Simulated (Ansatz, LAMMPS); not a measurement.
# Liquid W at 5000 K (67 atoms): support functions against a reference, part 2 of 2

Wanted: errors and times of a linear-scaling basis for liquid W at 5000 K (67 atoms). A setting counts as converged where the r.m.s. difference of forces stays under 1 % of the r.m.s. force.

Ansatz 0.2.0; Kohn-Sham DFT, PBE, PAW (set soft_2), plane waves.

The cell: 67 W. The network of bonds at the start is that of the classical potential that made the cell. The levels lack spin–orbit coupling.

So far. Step 4 (Support functions low): Forces differ from the reference by 1.5 meV/Å r.m.s., 0.089 % of their size, well within a tolerance of 1 %; the energy by -0.57 meV/atom.

## Step 5: Support functions medium

The level medium is asked for. Here it resolves to the same grid and radius as in the run with support functions low, so the basis is not new.

This step: Kohn-Sham DFT, PBE, PAW (set soft_2), localised support functions (medium) (Ansatz 0.2.0).

Contents of input.yaml:

```yaml
crystal:
  lattice:
    - [10.72091, 0.0, 0.0]
    - [0.0, 10.72091, 0.0]
    - [0.0, 0.0, 10.72091]
  atoms:
    [... the 67 atom lines of step 3 ...]
kpoints:
  mp_grid: { grid: [2, 2, 2] }
hamiltonian:
  xc: pbe
scf:
  occupations: { method: cold, width: 0.15 }
  eigensolver: { kind: { support_functions: { accuracy: medium } } }
  max_iter: 150
output:
  forces: true
  eigenvalues: true
```

Run with:

```bash
> ansatz run input.yaml --threads 8 --pin off --max-ram 15872MiB --backend cpu --events-out ev --progress --plain --runs-dir out
```

Numbers of over 12 decimals in the logs are rounded to 6 here.

The program printed:

```text
[...]
Crystal: 67 atoms, lattice volume = 1232.239 Å³
Basis set: ecut = 420 eV, 23871 PW (Γ), exchange–correlation on 144×144×144 points (8 copies of the dense FFT grid, shifted against one another)
Bands: 563, of which v1, the nominal top of the filled ones, is band 469 counted from 1 (468 counted from 0)
Symmetry: 1 space group operations
k-points: 8
[...]
Eigensolver: Support functions (medium, 48×48×48 points, laid for a spacing of at most 0.237286 Å, radius 3.970033 Å, 0 species' potentials softened for the grid, 0 wholly corrected for its errors in the mean over positions, 1 with the egg-box correction, energy correction by stochastic trace)
[...]
SCF iter   1: F=—  HF=-695687.576968 eV  |F-HF|=—  |Δ(HF+E_count)|=         —  Δρ=5.59e-2  dr2=9.76e1  ethr=1.00e-1
[...]
SCF iter   9: F=—  HF=-695714.663830 eV  |F-HF|=—  |Δ(HF+E_count)|=   8.89e-3  S|Δr|=    0.00e0  Δρ=1.47e-5  dr2=5.41e-6  ethr=3.06e-9  κ⁻¹=2.6e-8(r=7)
SCF iter  10: F=-695714.670770 eV  HF=-695714.670770 eV  |F-HF|=3.30e-7  |Δ(HF+E_count)|=   6.94e-3  S|Δr|=    0.00e0  Δρ=5.53e-6  dr2=6.43e-7  ethr=5.77e-10
SCF 1 converged in 10 iterations: F = -695714.766763 eV  dr2 = 6.43e-7
[...]
SCF converged after 10 iterations
[...]
Free energy (F): -695714.766763 eV
[...]
Internal energy: -695714.767467 eV  (E = F + TS)
E sigma→0 (E₀):  -695714.766998 eV
Entropy (-TS):   0.000704 eV (0.011 meV/atom)
Fermi energy:    18.781979 eV
[...]
Σ components = -695714.766763   (vs F -695714.766763, Δ=0.00e0)
--- Forces (eV/Å), atoms counted from 1 ---
  atom   1  W     -3.17000580    -1.06327636     0.39168674
  atom   2  W      0.01784629    -3.84421195     0.97899272
  atom   3  W     -1.25138444    -2.26814100     2.67858442
  atom   4  W     -1.26284778     1.00676161    -0.42174313
[...]
atom  67  W     -1.04708641     0.57641813     0.96596522
  max |Σ_I F_I| component: 4.60e-3 eV/Å
--- Band table (eV; the first three rows and the last of 8) ---
[...]
```

The job ended after 2.1 min (8 threads of Intel Xeon Platinum 8259CL at 2.50GHz (Skylake/Cascade Lake), shared host; peak memory 3.4 GiB).

Keys that differ from the reference: support_functions.accuracy = "medium" and scf.max_iter = 150.

Forces differ from the reference by 1.5 meV/Å r.m.s., 0.089 % of their size, well within a tolerance of 1 %; the energy by -0.57 meV/atom.

## Step 6: Support functions medium, radius 3.37 Å

The radius confines each support function; a larger one gives more freedom and more work per atom.

input.yaml, the sections that differ from step 5:

```yaml
scf:
  occupations: { method: cold, width: 0.15 }
  eigensolver: { kind: { support_functions: { accuracy: medium, radius: 3.37 } } }
  max_iter: 150
# crystal, kpoints, hamiltonian, output: as in step 5
```

The program printed:

```text
Warning: scf.eigensolver.kind.support_functions: disabling space-group detection — the functions' gradient is summed over unrotated k-points, so no spatial operation reduces the k-mesh or symmetrises the density; time reversal is kept, so that k and −k are solved as one point where they differ and the mesh holds both, and exact exchange and, on two spinor components, a DFT+U term hold to it where the run has them: [...]
settings of this run that can trade accuracy for cost: scf.eigensolver.kind.support_functions [...]
Engine: ansatz 0.2.0, x86_64-unknown-linux-gnu
Pseudopotentials: kind: paw
Pseudopotential: W, paw, valence charge 14, recommended cutoff 420 eV (normal), W.paw.azcp
[... 5 lines on functional and potentials left out ...]
Error: SCF: the radius of support functions is under 3.78 Å, the least for these sites at the functions' level (scf.eigensolver.kind.support_functions.accuracy). Use scf.eigensolver.kind: auto, or type scf.eigensolver.kind.support_functions.radius at least as long, [...]
```

It took 0.98 s on 8 threads; peak memory 0.26 GiB.

The program refuses radii under 3.78 Å for these atoms at this level.

## Step 7: Support functions medium, radius 3.85 Å

The radius confines each support function; a larger one gives more freedom and more work per atom.

input.yaml, the sections that differ from step 6:

```yaml
scf:
  occupations: { method: cold, width: 0.15 }
  eigensolver: { kind: { support_functions: { accuracy: medium, radius: 3.85 } } }
  max_iter: 150
# crystal, kpoints, hamiltonian, output: as in step 6
```

The program printed:

```text
[...]
Crystal: 67 atoms, lattice volume = 1232.239 Å³
Basis set: ecut = 420 eV, 23871 PW (Γ), exchange–correlation on 144×144×144 points (8 copies of the dense FFT grid, shifted against one another)
Bands: 563, of which v1, the nominal top of the filled ones, is band 469 counted from 1 (468 counted from 0)
Symmetry: 1 space group operations
k-points: 8
[...]
SCF iter   1: F=—  HF=-695687.143455 eV  |F-HF|=—  |Δ(HF+E_count)|=         —  Δρ=5.57e-2  dr2=9.73e1  ethr=1.00e-1
[...]
SCF iter  10: F=—  HF=-695714.634295 eV  |F-HF|=—  |Δ(HF+E_count)|=   9.15e-3  S|Δr|=    0.00e0  Δρ=6.16e-6  dr2=7.89e-7  ethr=7.36e-10  κ⁻¹=5.8e-8(r=7)
SCF iter  11: F=-695714.641781 eV  HF=-695714.641781 eV  |F-HF|=2.02e-7  |Δ(HF+E_count)|=   7.49e-3  S|Δr|=    0.00e0  Δρ=4.32e-6  dr2=3.43e-7  ethr=8.41e-11
SCF 1 converged in 11 iterations: F = -695714.765438 eV  dr2 = 3.43e-7
[...]
SCF converged after 11 iterations
[...]
Free energy (F): -695714.765438 eV
[...]
Internal energy: -695714.766228 eV  (E = F + TS)
E sigma→0 (E₀):  -695714.765702 eV
Entropy (-TS):   0.000790 eV (0.012 meV/atom)
Fermi energy:    18.782205 eV
[...]
Σ components = -695714.765438   (vs F -695714.765438, Δ=0.00e0)
--- Forces (eV/Å), atoms counted from 1 ---
  atom   1  W     -3.17141282    -1.06519242     0.39100299
  atom   2  W      0.01772942    -3.84384994     0.98017288
  atom   3  W     -1.25127613    -2.26737965     2.67952147
  atom   4  W     -1.26141667     1.00685553    -0.42158755
[...]
atom  67  W     -1.04705336     0.57740968     0.96455092
  max |Σ_I F_I| component: 1.27e-2 eV/Å
--- Band table (eV; the first three rows and the last of 8) ---
[...]
```

It took 2.3 min on 8 threads; peak memory 3.2 GiB.

Keys that differ from the reference: support_functions.accuracy = "medium", support_functions.radius = 3.85 and scf.max_iter = 150.

Forces differ from the reference by 1.7 meV/Å r.m.s., 0.097 % of their size, well within a tolerance of 1 %; the energy by -0.55 meV/atom.

## Step 8: Support functions medium, radius 4.13 Å

The radius confines each support function; a larger one gives more freedom and more work per atom.

input.yaml, the sections that differ from step 7:

```yaml
scf:
  occupations: { method: cold, width: 0.15 }
  eigensolver: { kind: { support_functions: { accuracy: medium, radius: 4.13 } } }
  max_iter: 150
# crystal, kpoints, hamiltonian, output: as in step 7
```

The program printed:

```text
[...]
Crystal: 67 atoms, lattice volume = 1232.239 Å³
Basis set: ecut = 420 eV, 23871 PW (Γ), exchange–correlation on 144×144×144 points (8 copies of the dense FFT grid, shifted against one another)
Bands: 563, of which v1, the nominal top of the filled ones, is band 469 counted from 1 (468 counted from 0)
Symmetry: 1 space group operations
k-points: 8
[...]
SCF iter   1: F=—  HF=-695687.907134 eV  |F-HF|=—  |Δ(HF+E_count)|=         —  Δρ=5.61e-2  dr2=9.83e1  ethr=1.00e-1
[...]
SCF iter   9: F=—  HF=-695714.695643 eV  |F-HF|=—  |Δ(HF+E_count)|=   6.39e-3  S|Δr|=    0.00e0  Δρ=1.38e-5  dr2=4.62e-6  ethr=2.96e-9  κ⁻¹=2.4e-8(r=7)
SCF iter  10: F=-695714.700573 eV  HF=-695714.700573 eV  |F-HF|=2.63e-7  |Δ(HF+E_count)|=   4.93e-3  S|Δr|=    0.00e0  Δρ=4.84e-6  dr2=5.24e-7  ethr=4.93e-10
SCF 1 converged in 10 iterations: F = -695714.767741 eV  dr2 = 5.24e-7
[...]
SCF converged after 10 iterations
[...]
Free energy (F): -695714.767741 eV
[...]
Internal energy: -695714.768338 eV  (E = F + TS)
E sigma→0 (E₀):  -695714.767940 eV
Entropy (-TS):   0.000597 eV (0.009 meV/atom)
Fermi energy:    18.781703 eV
[...]
Σ components = -695714.767741   (vs F -695714.767741, Δ=0.00e0)
--- Forces (eV/Å), atoms counted from 1 ---
  atom   1  W     -3.17052523    -1.06357606     0.39088677
  atom   2  W      0.01765966    -3.84589302     0.97841578
  atom   3  W     -1.25102746    -2.26806732     2.67823797
  atom   4  W     -1.26303561     1.00580744    -0.42173892
[...]
atom  67  W     -1.04755664     0.57753417     0.96662565
  max |Σ_I F_I| component: 7.88e-3 eV/Å
--- Band table (eV; the first three rows and the last of 8) ---
[...]
```

Run time: 2.5 min. Hardware: 8 threads; peak memory 3.7 GiB.

Keys that differ from the reference: support_functions.accuracy = "medium", support_functions.radius = 4.13 and scf.max_iter = 150.

Forces differ from the reference by 1.2 meV/Å r.m.s., 0.072 % of their size, well within a tolerance of 1 %; the energy by -0.58 meV/atom.

## Step 9: All settings compared

Each row is set against the plane-wave reference (Kohn-Sham DFT, PBE, PAW (set soft_2), plane waves; r.m.s. force component 1.72 eV/Å). Energies are set beside the reference only for runs with its functional, potentials and electron count. Times are for 8 threads of Intel Xeon Platinum 8259CL at 2.50GHz (Skylake/Cascade Lake), shared host. The reference's time includes the DOS, ELF, the stress and grids, which some other runs skip.

```
                                    run  Δ force, r.m.s. (meV/Å)  share of r.m.s. force (%)  Δ energy (meV/atom)  cycles     time  host memory (GiB)
                              reference                        -                          -                    -       8  2.2 min                 12
                  support functions low                     1.53                      0.089               -0.567      10  1.9 min                3.4
               support functions medium                     1.53                      0.089               -0.567      10  2.1 min                3.4
support functions medium, radius 3.85 Å                     1.67                     0.0969               -0.547      11  2.3 min                3.2
support functions medium, radius 4.13 Å                     1.23                     0.0716               -0.581      10  2.5 min                3.7
```

## Step 10: What the reference run shows

With the settings judged, the reference run is read for its physics.

Neighbours are counted within 3.68 Å (W-W).

Length of the force by element and coordination:

```
element  coordination  atoms  mean length of the force (eV/Å)  spread  least   most
      W           all     67                             2.56    1.52  0.308   7.34
      W             9      4                             2.63    1.54   1.42   5.25
      W            10      5                             3.01    1.60   1.17   5.68
      W            11     20                             2.56    1.25  0.985   5.39
      W            12     20                             3.36    1.67  0.816   7.34
      W            13     16                             1.68   0.854  0.308   3.00
      W            14      2                            0.542   0.174  0.368  0.717
```

Density of states as counts of states in windows of 1 eV (from the Fermi level), total and the larger projections:

```
from (eV)  to (eV)  total   W d   W s
      -18       -9    0.0   0.0   0.0
       -9       -8    1.1   0.0   1.1
       -8       -7    5.2   0.2   4.9
       -7       -6   10.8   1.4   9.1
       -6       -5   26.1  13.4  12.1
       -5       -4   58.8  45.7  12.2
       -4       -3   68.2  60.9   6.0
       -3       -2   80.9  73.8   5.0
       -2       -1   79.3  71.4   4.8
       -1        0   69.0  61.4   4.1
        0        1   63.8  57.0   3.5
        1        2   62.2  56.0   3.2
```

The curve was stored every 0.100 eV, coarse against its broadening of 0.08 eV, so these counts are rough.

The stored curve holds about 399 of the 938 electrons; the rest, give or take the few that broadening carries across the Fermi level, lie in deeper levels below its range.

The levels nearest the highest filled one (over half full), pooled over k-points and spins:

```
level less the highest filled one (eV)  occupation
                                -0.013        1.14
                               -0.0095         1.1
                               -0.0072        1.08
                                -0.006        1.06
                                     0        1.01
                                     0        1.00
                                0.0079       0.929
                                0.0127       0.882
                                0.0129        0.88
                                0.0233       0.784
                                0.0267       0.754
                                0.0289       0.735
```

Electrostatic potential energy in the bc plane at fractional x = 0.229, with atoms of W within 0.2 Å of it. With pseudopotentials it is smooth inside the atoms' cores, unlike the true potential.

Values in eV, 13 rows by 16 columns, each cell a mean:
```
 20  16  16  21  21  18  11  13  14 -12 -23   7  19  17  19  21
 22  20  19  18  16  18  21  22  19   4  -1  14  21  22  22  22
 20  17  18  17  14  17  21  20  19  20  19  19  17   5   7  19
 17  12  16  19  18  20  15  -9 -13  11  20  19   0 -40 -34   8
 18  15  17  14   9  15   6 -37 -42  -2  17  16   7 -22 -17  13
 20  11   6  12  10  16  16   0  -3  10  -6 -13  10  17  18  21
 11 -29 -41  -6  17  15   7  12  19  16  -8 -16   9  20  20  21
 15 -16 -27   3  18  12  -2   6  19  21  17  13   9  11  19  22
 19  17  16  13   3   8  15  18  18  17  18   2 -36 -31   9  20
 16  17  19   7 -17  -3  18  17 -11 -26   1   4 -27 -22  11  19
 17  10  11  16  11  14  14  10 -25 -41  -9  17  11   2  11  19
  4 -34 -32   8  19   6 -29 -25   3   5  15  18  -7 -41 -26  13
  7 -27 -25  10  20   3 -35 -31   8  12  10  16   1 -28 -13  15
```
Columns run along b (10.7 Å; values clipped at the 3rd and 97th percentile), rows up along c (10.7 Å). Atoms in or near the plane, at fractional coordinates: W at (0.86, 0.70), W at (0.80, 0.31), W at (0.42, 0.06), W at (0.50, 0.65), W at (0.13, 0.47), W at (0.11, 0.08), W at (0.57, 0.21), W at (0.85, 0.08).

ELF in the bc plane at fractional x = 0.229, with atoms of W within 0.2 Å of it. It is the smooth field of the valence electrons, not physical close to the nuclei.

Values, 13 rows by 16 columns, each cell a mean:
```
0.22 0.23 0.33 0.37 0.32 0.27 0.24 0.30 0.36 0.48 0.61 0.29 0.31 0.23 0.23 0.27
0.25 0.31 0.43 0.39 0.25 0.22 0.28 0.31 0.23 0.25 0.40 0.24 0.33 0.33 0.28 0.26
0.44 0.38 0.44 0.36 0.22 0.25 0.33 0.24 0.25 0.37 0.36 0.35 0.35 0.30 0.27 0.30
0.38 0.26 0.35 0.43 0.30 0.40 0.32 0.43 0.47 0.26 0.33 0.32 0.36 0.50 0.57 0.34
0.27 0.23 0.37 0.28 0.23 0.33 0.33 0.55 0.48 0.38 0.34 0.33 0.33 0.51 0.46 0.27
0.32 0.33 0.37 0.34 0.27 0.35 0.41 0.39 0.39 0.34 0.43 0.50 0.35 0.39 0.32 0.37
0.20 0.57 0.47 0.39 0.40 0.28 0.27 0.35 0.42 0.25 0.42 0.54 0.27 0.39 0.28 0.29
0.24 0.48 0.53 0.38 0.41 0.27 0.36 0.29 0.32 0.30 0.26 0.32 0.39 0.34 0.30 0.33
0.40 0.36 0.36 0.33 0.36 0.37 0.35 0.36 0.33 0.24 0.31 0.31 0.55 0.57 0.31 0.41
0.37 0.38 0.38 0.25 0.56 0.37 0.33 0.30 0.45 0.54 0.45 0.37 0.52 0.53 0.33 0.42
0.44 0.40 0.32 0.32 0.30 0.34 0.36 0.34 0.57 0.50 0.42 0.39 0.38 0.43 0.34 0.39
0.33 0.52 0.55 0.33 0.38 0.33 0.54 0.53 0.40 0.38 0.30 0.34 0.43 0.48 0.57 0.35
0.32 0.55 0.57 0.21 0.24 0.36 0.57 0.57 0.37 0.35 0.29 0.42 0.39 0.55 0.48 0.32
```
Columns run along b (10.7 Å), rows up along c (10.7 Å). Atoms in or near the plane, at fractional coordinates: W at (0.86, 0.70), W at (0.80, 0.31), W at (0.42, 0.06), W at (0.50, 0.65), W at (0.13, 0.47), W at (0.11, 0.08), W at (0.57, 0.21), W at (0.85, 0.08).

Within 0.4 eV of the Fermi level the largest share is W d (93 % of the projected weight).

## Step 11: Local order

These statistics describe the geometry on which the runs were made.

Density 16.6 g/cm³, 18.39 Å³ an atom.

Pair distribution function in bins of 0.2 Å:

```
r (Å)  total
 2.20   0.09
 2.40   0.68
 2.60   1.72
 2.80   2.62
 3.00   2.17
 3.20   1.65
 3.40   0.65
 3.60   0.49
 3.80   0.50
 4.00   0.45
 4.20   0.76
 4.40   0.85
 4.60   0.93
 4.80   1.25
 5.00   1.15
 5.20   1.36
```

Bonds by pair of elements; cutoffs follow the first minimum of g(r), held within bounds set by covalent radii, and pairs that aren't listed don't count as bonded:

```
pair A-B  cutoff (Å)  bonds  mean length (Å)  spread (Å)  shortest (Å)  B about A  A about B
     W-W        3.68    391             2.97         0.3          2.25       11.7       11.7
```

How many atoms have how many bonded neighbours:

```
element  mean  9  10  11  12  13  14
      W  11.7  4   5  20  20  16   2
```

The first maximum of g(r) stands at about 2.8 Å. By these cutoffs 30 % of W atoms have 11 and as many 12 bonded neighbours.

A closer look about W30, which bears the longest force: 13 atoms, nearest first, numbered in the order of the input, with positions taken from that point.

```
atom      x      y      z  distance (Å)  bonds     Fx     Fy  Fz (eV/Å)
 W30   0.00   0.00   0.00          0.00     12   1.51  -5.70       4.38
 W13  -0.24   1.80  -1.34          2.26     12  -2.10   5.01      -1.79
 W59   1.04  -0.21  -2.35          2.58     12  -1.46  -1.75      -2.87
 W41  -2.56   0.65   0.13          2.64     12  -1.08   1.25      -0.24
 W40   2.05   0.13   1.73          2.69     11   1.37   1.04      -0.81
 W11  -0.16   2.17   1.68          2.75     10   1.69   2.00      -1.68
 W64  -1.32  -0.09   2.48          2.81     12   1.67  -3.11      -1.25
 W66  -2.06  -1.93   0.67          2.90     11   1.49  -1.70      -0.80
 W47  -1.65  -0.66  -2.32          2.92     13  -0.86  -0.11       0.20
 W29   0.75  -2.78  -0.76          2.97     13  -0.96   0.25      -1.65
 W26   2.59   1.27  -0.90          3.02     13   2.19   0.87       1.85
 W23   3.03  -1.48  -0.95          3.50     13   1.79   1.24       0.69
 W14   1.35  -2.40   2.29          3.58     11  -0.98  -0.35      -0.03
```

The column of bonds counts only the pairs W-W within 3.68 Å; other neighbours, such as metal atoms beside each other in a compound, aren't counted, and periodic images can show an atom twice.

## Step 12: Outcome

```json
{
 "free energy per atom": "-10383.8019 eV/atom",
 "pressure": "-4.277 GPa",
 "r.m.s. force component": "1.723 eV/Å",
 "wall time of the 5 DFT runs": "11 min"
}
```

Against plane waves at 420 eV, the forces differ by 1.5 meV/Å (0.089 %) with support functions medium, and by 1.2 meV/Å in the closest run (support functions medium, radius 4.13 Å). Differences between support functions and plane waves include what basis error the plane-wave run still has. As the radius goes from 3.85 to 4.13 Å, the force difference goes from 1.7 to 1.2 meV/Å, while the time lies between 2.1 min and 2.5 min.

77 levels are partly filled, by over 2 % (on the run's k-points), as in a metal. Counting bonds as in the table, 30 % of W atoms have 11 and as many 12 bonded neighbours.

Caveats: The force components of 1.7 eV/Å r.m.s. reflect the temperature of the frame as well as the gap between the generating potential and DFT. The stress is far from hydrostatic: its diagonal is -7.6, -0.5, -4.8 GPa, compression counted positive. The pressure of -4.3 GPa is that of one thermal frame, in which the classical model's bond lengths enter as well as the volume, without the kinetic term.

[Logs are printed without paths, hosts, clocks, repeated set-up lines and the standing remarks that a program may print on its own settings, such as how far it seeks lower states.]

[Hosts, paths, dates, database ids (printed as entryN), source tags and the programs' standing remarks are cut or masked in the printed files.]
